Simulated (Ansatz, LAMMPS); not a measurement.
**Glassy 63SiO2-14B2O3-11Na2O-11CaO (mol %) (111 atoms): a short ab initio trajectory**

Aim: follow glassy 63SiO2-14B2O3-11Na2O-11CaO (mol %) (111 atoms) for a short time with forces from DFT, then look at structure and electrons in the last frame.

Calculated with Ansatz 0.2.0; Kohn-Sham DFT, PBE, PAW (set soft_2), plane waves.

### 1. Starting point

The cell holds 111 atoms: 22 Si, 10 B, 8 Na, 4 Ca and 67 O. Cell: a = 11.219 Å, b = 11.219 Å, c = 11.219 Å, α = 90.0°, β = 90.0°, γ = 90.0°. 111 atoms (22 Si, 10 B, 8 Na, 4 Ca, 67 O) placed at random at 2.33 g/cm³, melted at 3000 K for 20 ps at fixed volume with the Buckingham and Coulomb pair potential of Guillot and Sator (Geochim. Cosmochim. Acta 71, 1249 (2007)) with the boron terms of Wang et al. (J. Non-Cryst. Solids 498, 294 (2018)). Quenched from 3000 K to 300 K at 300 K/ps and fixed volume, held 10 ps at zero pressure.

Before any run, some limits are plain. The quench rate of 300 K/ps far exceeds what a furnace or splat quench reaches, so expect more defects and frozen-in strain than in a real sample. The starting topology of bonds comes from the classical model, and needn't be the one that DFT or experiment would give. The Brillouin zone is sampled at Γ only, in a cell whose shortest periodic width is 11 Å.

### 2. Single point at the start

A single point comes first, to see the forces before anything moves.

input.yaml reads:

```yaml
crystal:
  lattice:
    - [11.21943, 0.0, 0.0]
    - [0.0, 11.21943, 0.0]
    - [0.0, 0.0, 11.21943]
  atoms:
    - { symbol: Si, position: [0.39448, 0.40144, 0.94492] }
    - { symbol: Si, position: [0.49863, 0.25684, 0.56898] }
    - { symbol: Si, position: [0.3228, 0.86343, 0.25094] }
    - { symbol: Si, position: [0.08511, 0.77873, 0.59896] }
    [... 101 atom lines left out ...]
    - { symbol: O, position: [0.74884, 0.58078, 0.55338] }
    - { symbol: O, position: [0.87488, 0.08795, 0.46683] }
    - { symbol: O, position: [0.21615, 0.86677, 0.35011] }
    - { symbol: O, position: [0.50677, 0.12485, 0.64299] }
    - { symbol: O, position: [0.21349, 0.00398, 0.96062] }
    - { symbol: O, position: [0.53676, 0.44956, 0.1751] }
kpoints:
  mp_grid: { grid: [1, 1, 1] }
hamiltonian:
  xc: pbe
scf:
  occupations: { method: fixed }
output:
  forces: true
```

The run is started by

```sh
> ansatz run input.yaml --threads 4 --pin off --max-ram 8192MiB --backend cpu --events-out ev --progress --plain --runs-dir out
```

Wall time 14 s (4 threads of Arm Neoverse V2, shared host); peak memory 1.8 GiB.

The run gave:

```
free energy            : -72830.7512 eV
free energy per atom   : -656.1329 eV/atom
SCF cycles             : 10
r.m.s. force component : 1.115 eV/Å
longest force          : 4.844 eV/Å
Fermi energy           : 4.683 eV
```

The r.m.s. force component of 1.1 eV/Å sets the starting point.

Neighbours are counted within 2.08 Å (O-Si), 1.83 Å (O-B), 3.08 Å (O-Na), 2.83 Å (O-Ca).

Length of the force by element and coordination:

```csv
element,coordination,atoms,mean length of the force (eV/Å),spread,least,most
B,all,10,2.17,0.689,0.87,3.18
B,3,5,2.19,0.869,0.87,3.18
B,4,5,2.14,0.440,1.39,2.70
Ca,all,4,1.06,0.365,0.517,1.48
Ca,5,1,0.517,0,0.517,0.517
Ca,6,2,1.38,0.099,1.29,1.48
Ca,7,1,0.965,0,0.965,0.965
Na,all,8,0.643,0.227,0.331,0.941
Na,3,1,0.439,0,0.439,0.439
Na,4,1,0.858,0,0.858,0.858
Na,5,4,0.652,0.284,0.331,0.941
Na,7,1,0.638,0,0.638,0.638
Na,8,1,0.603,0,0.603,0.603
O,all,67,1.51,0.757,0.391,3.95
O,2,24,1.67,0.910,0.391,3.95
O,3,32,1.37,0.544,0.533,2.66
O,4,10,1.63,0.874,0.767,3.72
O,5,1,1.21,0,1.21,1.21
Si,all,22,2.46,1.13,1.00,4.84
```

### 3. Dynamics at 400 K

A Langevin thermostat couples each atom to a heat bath, at the price of damped dynamics. The time step is 1.0 fs.

input.yaml: that of step 2 with these lines changed.

```diff
@@ -15 +15,8 @@
   forces: true
+md:
+  timestep: 1.0
+  n_steps: 214
+  ensemble: nvt_langevin
+  temperature: 400
+  initial_velocities: maxwell_boltzmann
+  seed: 596
```

Wall time 32 min (4 threads); peak memory 2 GiB.

The program notes that it switched symmetry off.

Rows from the run:

```csv
time (fs),T (K),potential (meV/atom)
0.0,396,0.0
14.0,481,-12.3
29.0,437,-9.1
43.0,502,-16.9
57.0,521,-17.7
71.0,462,-21.1
86.0,429,-18.0
100.0,506,-30.1
114.0,463,-26.8
128.0,470,-25.1
143.0,433,-22.6
157.0,413,-24.0
171.0,448,-28.3
185.0,413,-23.1
200.0,430,-27.1
214.0,498,-33.8
```

Mean square displacement from the first frame to the last: Si 0.10 Å², B 0.11 Å², Na 0.60 Å², Ca 0.077 Å², O 0.18 Å².

Mean square displacement against time lag:

```csv
time lag (fs),B (Å²),Ca (Å²),Na (Å²),O (Å²),Si (Å²)
1.0,1.1e-4,3.2e-5,6.2e-5,6.9e-5,4.0e-5
9.0,0.00705,0.00243,0.00493,0.00506,0.00293
14.0,0.0134,0.00564,0.0117,0.0109,0.00619
23.0,0.0206,0.0141,0.0304,0.0225,0.0122
31.0,0.0226,0.0238,0.0529,0.0325,0.0166
40.0,0.0249,0.0361,0.0835,0.0432,0.0210
45.0,0.0267,0.0432,0.102,0.0485,0.0235
54.0,0.0318,0.0556,0.138,0.0566,0.0276
62.0,0.0375,0.0658,0.171,0.0630,0.0309
67.0,0.0406,0.0715,0.190,0.0671,0.0330
76.0,0.0457,0.0806,0.223,0.0746,0.0371
84.0,0.0510,0.0872,0.249,0.0815,0.0406
93.0,0.0562,0.0932,0.274,0.0896,0.0444
98.0,0.0582,0.0959,0.287,0.0943,0.0466
107.0,0.0628,0.0991,0.308,0.103,0.0509
```

Over the second half of 214 fs the temperature averages 447 K with swings of 28 K r.m.s. From first frame to last Na has the largest mean square displacement, 0.60 Å² at the end; the farthest move is 1.02 Å. The run spans 0.21 ps, too short for its means to be equilibrium values.

### 4. Structure statistics late in the run

The g(r) is a mean over the second half; what follows it is taken at the last frame.

Bonds before and after, by the cutoffs listed below:

```csv
pair,bonds before,bonds after,mean before (Å),mean after (Å),spread before (Å),spread after (Å)
O-Si,88,88,1.639,1.639,0.032,0.049
O-B,35,34,1.444,1.435,0.050,0.094
O-Ca,24,21,2.470,2.398,0.102,0.134
```

Density 2.52 g/cm³, 12.72 Å³ an atom.

Mean of 13 frames. Pair distribution functions g(r), in bins of 0.2 Å:

```csv
r (Å),total,O-O,O-Si,O-B,O-Na,O-Ca,Si-Si
1.30,0.68,0.00,0.00,6.28,0.00,0.00,0.00
1.50,1.44,0.00,2.68,7.37,0.00,0.00,0.00
1.70,2.37,0.00,9.75,0.33,0.00,0.00,0.00
1.90,0.01,0.00,0.04,0.02,0.00,0.00,0.00
2.10,0.08,0.01,0.00,0.06,0.47,0.59,0.00
2.30,0.72,0.87,0.00,0.01,3.00,3.29,0.00
2.50,1.12,2.29,0.00,0.01,1.62,2.69,0.00
2.70,1.43,3.04,0.03,0.11,1.29,0.71,0.09
2.90,0.98,1.08,0.27,0.35,0.80,0.74,2.40
3.10,0.82,0.65,0.66,0.66,0.80,0.36,3.16
3.30,0.93,0.69,1.17,1.35,0.55,0.82,0.64
3.50,0.97,0.68,1.14,1.67,0.88,0.70,0.10
3.70,1.01,0.74,1.36,1.60,0.83,0.71,0.36
3.90,1.09,0.71,1.59,1.64,0.96,0.90,0.85
4.10,1.02,0.66,1.48,1.23,1.21,0.79,0.70
4.30,1.06,0.94,1.27,0.73,1.17,1.31,1.07
4.50,0.96,1.04,0.76,0.83,1.18,1.43,1.27
4.70,1.05,1.39,0.71,0.74,1.14,1.16,1.25
4.90,1.06,1.48,0.63,0.71,1.12,1.07,1.21
5.10,1.02,1.21,0.89,0.84,0.90,1.11,1.03
5.30,0.94,0.97,0.97,1.04,0.84,0.87,0.88
5.50,0.95,0.92,1.00,1.09,0.95,0.51,1.27
```

Bonds by pair of elements; cutoffs follow the first minimum of g(r), held within bounds set by covalent radii, and pairs that aren't listed don't count as bonded:

```csv
pair A-B,cutoff (Å),bonds,mean length (Å),spread (Å),shortest (Å),B about A,A about B
O-Si,2.16,88,1.64,0.049,1.54,1.31,4
O-B,1.83,34,1.44,0.094,1.26,0.507,3.4
O-Na,3.02,42,2.52,0.238,2.14,0.627,5.25
O-Ca,2.83,21,2.40,0.134,2.16,0.313,5.25
```

The cutoff for O-Na falls short of the minimum of g(r), so counts run low and odd coordinations can be artefacts.

How many atoms have how many bonded neighbours:

```csv
element,mean,2,3,4,5,6,7
B,3.4,0,6,4,0,0,0
Ca,5.25,0,0,1,1,2,0
Na,5.25,0,1,0,4,2,1
O,2.76,26,32,8,1,0,0
Si,4,0,0,22,0,0,0
```

Bond angles, per cent of each kind in bins of 5°:

```csv
angle (°),O-Si-O,O-Na-O,Na-O-Si,O-Ca-O,O-B-O
50–55,0.0,3.2,0.0,0.0,0.0
55–60,0.0,8.5,0.0,2.2,0.0
60–65,0.0,3.2,0.0,6.5,0.0
65–70,0.0,2.1,0.0,2.2,0.0
70–75,0.0,1.1,0.0,8.7,0.0
75–80,0.0,4.3,6.4,8.7,0.0
80–85,0.0,7.4,2.1,8.7,0.0
85–90,0.0,8.5,10.6,10.9,0.0
90–95,0.8,9.6,10.6,2.2,0.0
95–100,11.4,6.4,8.5,2.2,2.4
100–105,19.7,3.2,17.0,2.2,4.8
105–110,22.7,1.1,8.5,6.5,26.2
110–115,24.2,5.3,12.8,4.3,33.3
115–120,13.6,8.5,0.0,4.3,9.5
120–125,5.3,2.1,8.5,4.3,14.3
125–130,2.3,5.3,4.3,4.3,4.8
130–135,0.0,4.3,0.0,2.2,2.4
135–140,0.0,0.0,0.0,6.5,0.0
140–145,0.0,5.3,4.3,6.5,2.4
145–150,0.0,4.3,2.1,2.2,0.0
150–155,0.0,2.1,2.1,0.0,0.0
155–160,0.0,1.1,0.0,2.2,0.0
160–165,0.0,2.1,0.0,2.2,0.0
165–170,0.0,0.0,2.1,0.0,0.0
170–175,0.0,1.1,0.0,0.0,0.0
```

Bond angles (no mean is given where the spread exceeds 20°):

```csv
angle,count,mean (°),spread (°)
O-Si-O,132,109,7.4
O-Na-O,94,-,-
Na-O-Si,47,108,19.7
O-Ca-O,46,-,-
O-B-O,42,114,8.6
```

Oxygen atoms by the number of network formers (Si, P, Ge, B, Al, As, Ga) bound to them:

```csv
network formers bound to O,O atoms,per cent
0,0,0
1,12,17.9
2,55,82.1
```

Network units: each former by its oxygen neighbours and how many of them bridge to another former:

```csv
former,O neighbours,bridging O,atoms
Si,4,3,9
Si,4,4,13
B,3,1,1
B,3,3,5
B,4,3,1
B,4,4,3
```

Bond length by coordination (bonds to H left out):

```csv
element,coordination,atoms,mean bond length (Å)
B,3,6,1.39
B,4,4,1.49
Ca,4,1,2.32
Ca,5,1,2.40
Ca,6,2,2.42
Na,3,1,2.51
Na,5,4,2.50
Na,6,2,2.5
Na,7,1,2.59
O,2,26,1.58
O,3,32,1.94
O,4,8,2.14
O,5,1,2.34
```

Rings of the network by King's shortest-path rule, up to 12 atoms, one path for each pair of neighbours; H, halogens, alkali and alkaline-earth atoms are left out, and the last column divides by all other atoms, bonded or not:

```csv
ring size (atoms),rings,per network atom
6,2,0.02
8,4,0.04
10,5,0.051
12,10,0.101
```

First main peaks of g(r), for some of the pairs, lie near 2.6 Å (O-O), 1.6 Å (O-Si), 1.4 Å (O-B), 2.3 Å (O-Na), 2.4 Å (O-Ca) and 3.0 Å (Si-Si). The O-Si-O angle averages 109° with a spread of 7°. 82 % of the oxygens bridge two formers (Si and B) and 18 % are non-bridging. The commonest Si unit has 4 oxygens, 4 of them shared with other formers (13 of 22 atoms). Rings of 12 atoms are the most common (48 % of those counted); sizes run from 6 to 12, where the search stops.

### 5. Single point at the last frame

The last frame is solved again with fuller output, to read the electronic structure of a thermally displaced geometry.

input.yaml reads:

```yaml
crystal:
  lattice:
    - [11.21943, 0.0, 0.0]
    - [0.0, 11.21943, 0.0]
    - [0.0, 0.0, 11.21943]
  atoms:
    - { symbol: Si, position: [0.40607, 0.42043, 0.95159] }
    - { symbol: Si, position: [0.50444, 0.24548, 0.55555] }
    - { symbol: Si, position: [0.34344, 0.85364, 0.28282] }
    - { symbol: Si, position: [0.03679, 0.73721, 0.60184] }
    [... 101 atom lines left out ...]
    - { symbol: O, position: [0.77864, 0.56451, 0.5424] }
    - { symbol: O, position: [0.89958, 0.14314, 0.48466] }
    - { symbol: O, position: [0.23506, 0.85155, 0.37818] }
    - { symbol: O, position: [0.52248, 0.12785, 0.64427] }
    - { symbol: O, position: [0.2109, 0.99175, 0.93615] }
    - { symbol: O, position: [0.56144, 0.47186, 0.15943] }
kpoints:
  mp_grid: { grid: [1, 1, 1] }
hamiltonian:
  xc: pbe
scf:
  occupations: { method: fixed }
output:
  forces: true
  stress: true
  populations: true
  dos:
    method: { smearing: { sigma: 0.08 } }
    de: 0.1
    projected: { site_lists: { B: [B], Ca: [Ca], Na: [Na], O: [O], Si: [Si] } }
  eigenvalues: true
  write_density: true
  write_potential: true
  volumetric_format: npy
```

Elapsed: 23 s, on 4 threads; peak memory 1.9 GiB; 90 s of CPU time.

The run gave:

```yaml
free_energy: -72834.5076 eV
free_energy_per_atom: -656.1667 eV/atom
scf_cycles: 9
pressure: 2.619 GPa
r_m_s_force_component: 0.9207 eV/Å
longest_force: 3.448 eV/Å
fermi_energy: 4.063 eV
spacing_of_highest_filled_and_lowest_empty_level: 3.403 eV
spilling_of_the_projection: 0.01133
```

Length of the force by element:

```csv
element,coordination,atoms,mean length of the force (eV/Å),spread,least,most
B,all,10,1.87,0.785,0.594,3.08
Ca,all,4,0.747,0.352,0.350,1.28
Na,all,8,0.47,0.137,0.280,0.728
O,all,67,1.33,0.678,0.335,3.25
Si,all,22,1.80,0.865,0.542,3.45
```

Löwdin charges by element (they lack the spilled electrons, 0.065 e an atom on average):

```csv
element,coordination,atoms,mean charge (e),spread,least,most
B,all,10,0.592,0.0541,0.487,0.662
Ca,all,4,1.79,0.009,1.78,1.80
Na,all,8,0.810,0.0111,0.790,0.825
O,all,67,-0.745,0.126,-0.995,-0.472
Si,all,22,1.70,0.0408,1.64,1.78
```

Density of states as counts of states in windows of 1 eV (from the Fermi level), total and the larger projections:

```csv
from (eV),to (eV),total,O p,Si p
-14,-11,0.0,0.0,0.0
-11,-10,6.1,4.1,0.2
-10,-9,16.9,11.4,0.7
-9,-8,17.8,12.4,1.5
-8,-7,27.2,19.7,3.5
-7,-6,34.5,25.8,4.6
-6,-5,31.1,23.8,2.5
-5,-4,48.3,40.0,2.7
-4,-3,65.3,58.3,2.3
-3,-2,75.2,70.0,1.6
-2,-1,54.5,51.5,0.8
-1,0,24.4,23.0,0.6
0,1,0.7,0.7,0.0
1,3,0.0,0.0,0.0
3,4,2.0,0.1,0.0
4,5,11.2,0.8,0.9
```

The curve was stored every 0.10 eV, coarse against its broadening of 0.08 eV, so these counts are rough.

With fixed occupations the program's Fermi level is the highest filled level; weight inside the gap is the broadening of levels at its edges.

Between -26 and -14 eV lie 206 more states.

The levels nearest the highest filled one (over half full), pooled over k-points and spins:

```csv
level less the highest filled one (eV),occupation
-0.609,2
-0.465,2
-0.407,2
-0.344,2
-0.159,2
0,2
3.40,0
4.39,0
4.50,0
4.70,0
4.87,0
4.90,0
```

Mean Löwdin charges: B +0.59, Ca +1.79, Na +0.81, O -0.74, Si +1.70 e (they miss 1.1 % of the electrons, so they add up to more than the cell's charge).

### 6. Outcome

```
mean temperature, second half                    : 447 K
temperature swing, second half                   : 27.55 K
free energy per atom                             : -656.1667 eV/atom
pressure                                         : 2.619 GPa
r.m.s. force component                           : 0.9207 eV/Å
gap (highest filled to lowest empty level) : 3.403 eV
wall time of the 3 DFT runs                      : 33 min
```

Over the second half of 214 fs the temperature averages 447 K with swings of 28 K r.m.s. The run spans 0.21 ps, too short for its means to be equilibrium values. 82 % of the oxygens bridge two formers (Si and B) and 18 % are non-bridging. Between filled and empty levels lie 3.40 eV (at Γ alone); a semilocal functional tends to put such gaps too low. In a disordered cell it changes from sample to sample, and tail or defect levels can set it.

What to keep in mind: The pressure of 2.6 GPa is that of one thermal frame at a volume set beforehand, without the kinetic term.

[Logs are printed without paths, hosts, clocks, repeated set-up lines and the standing remarks that a program may print on its own settings, such as how far it seeks lower states.]

[Hosts, paths, dates, database ids (printed as entryN), source tags and the programs' standing remarks are cut or masked in the printed files.]
